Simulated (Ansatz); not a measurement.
# Gate voltage at the highest density: arsenene bilayer, AB

A layer charged from one gate needs a voltage that grows with the carrier density; the slope is e over the total capacitance.

**Method.** Ansatz 0.2.0, plane waves with PAW datasets (its set soft_2), PBE-D3(BJ); isolated slab, charged sheet 4.5 Å from the outer atoms behind model barriers, atoms held, Fermi-Dirac smearing of 0.02585 eV. The voltage is that of the gate against the layer's Fermi level, from the uncharged case, which has a gap of 0.09 eV.

```
  run  added electrons (10¹³ per cm²)  gate voltage (V)
run 1                           −1.00             −0.63
run 2                           −2.00             −1.26
run 3                           −4.00             −2.50
run 4                           −7.00             −4.40
run 5                          −11.00                 ?
```

Q: Estimate the withheld value from the rows shown.

A least-squares line through the 4 rows shown has slope 0.6279 and intercept 0.0001; no row lies more than 0.01 V off it. The capacitance is 1.602/0.6279 = 2.55 µF/cm², against 1.97 µF/cm² for plates 4.5 Å apart in vacuum; it is the larger, as where the added charge has its centre outside the outer atoms (not examined here). At −11.00 it gives 0.6279 × (−11.00) + 0.0001 = −6.91 V, beyond the rows fitted. Rounding and scatter of the rows alone allow about ±0.029 V there.

The run itself gives −7.00 V: a miss of −0.09 V, or 1.3 % of the value. The capacitance falls a little towards the highest density.

Caveats: The gates are model sheets, not atoms, and low densities sample few k-points.

[Logs are printed without paths, hosts, clocks, repeated set-up lines and the standing remarks that a program may print on its own settings, such as how far it seeks lower states.]
